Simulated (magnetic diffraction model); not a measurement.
# KVI3: what an assumed order does to the neutron pattern

Space group Pm-3m (no. 221), a = 5.4990 Å.

```csv
site,atom,x,y,z
3c,I,1/2,0,1/2
1b,V,1/2,1/2,1/2
1a,K,0,0,0
```

This is a made-up structure (elements placed in a structure type, unrelaxed), so the numbers test the method and describe no known phase.

Only V is taken to order (form factors of V2+); orders and moment sizes are assumed, and not adapted to the symmetry. Radiation: neutrons of λ = 2.52 Å, 8° to 100°; isotropic B of 0.24 Å² (I), 0.36 Å² (V) and 0.4 Å² (K). The intensities are simulated: I ∝ L Σ (|F_N|² + |F_M⊥|²) for unpolarised neutrons, with F_M = 2.695 fm/μB × Σ f(s) S exp(2πi Q·r) exp(−B s²) at Q = H ± k (one set where k and −k are equivalent), only the part normal to Q counting and L = 1/(sin²θ cos θ). For collinear order S is the moment m, which repeats by lattice and centring translations R with the sign exp(−2πi k·R). Form factors are spin-only for 3d ions and dipole or tabulated for f ions, scattering lengths are Sears's of 1992, and absorption is left out. A label names one of the reflections at its angle. The strongest nuclear line in the range is 100, and lines under 0.2 are left out.

Assume the order k = (1/2 1/2 0), collinear moments along [100], 2.81 μB on V.

Predict the pattern, nuclear and magnetic parts apart.

```csv
2θ (°),index,nuclear,magnetic
18.65,(1/2 1/2 0),0.0,16.2
26.49,(1 0 0),0.7,0.0
32.59,(1/2 1/2 1),0.0,14.6
37.81,(1 1 0),2.0,0.0
42.48,(3/2 1/2 0),0.0,4.3
46.77,(1 1 1),89.7,0.0
50.77,(3/2 1/2 1),0.0,6.4
54.55,(2 0 0),48.0,0.0
58.16,(3/2 3/2 0),0.0,3.9
61.64,(2 1 0),0.7,0.0
65.01,(3/2 3/2 1),0.0,1.3
68.29,(2 1 1),1.5,0.0
71.49,(5/2 1/2 0),0.0,3.3
77.73,(5/2 1/2 1),0.0,1.3
80.80,(2 2 0),55.0,0.0
83.83,(5/2 3/2 0),0.0,1.1
86.85,(3 0 0),0.6,0.0
89.86,(5/2 3/2 1),0.0,1.4
92.87,(3 1 0),1.1,0.0
95.89,(5/2 1/2 2),0.0,0.7
98.92,(3 1 1),100.0,0.0
```

The strongest magnetic line in the range is (1/2 1/2 0) at 18.65° (16.2). On top of the Lorentz factor, which all lines share, magnetic lines fade with angle because f falls: for V2+ it is 0.86, 0.58, 0.32 and 0.06 at sin θ/λ = 0.1, 0.2, 0.3 and 0.5 Å⁻¹, while nuclear lengths stay constant. The order has no net moment.

[Logs are printed without paths, hosts, clocks, repeated set-up lines and the standing remarks that a program may print on its own settings, such as how far it seeks lower states.]
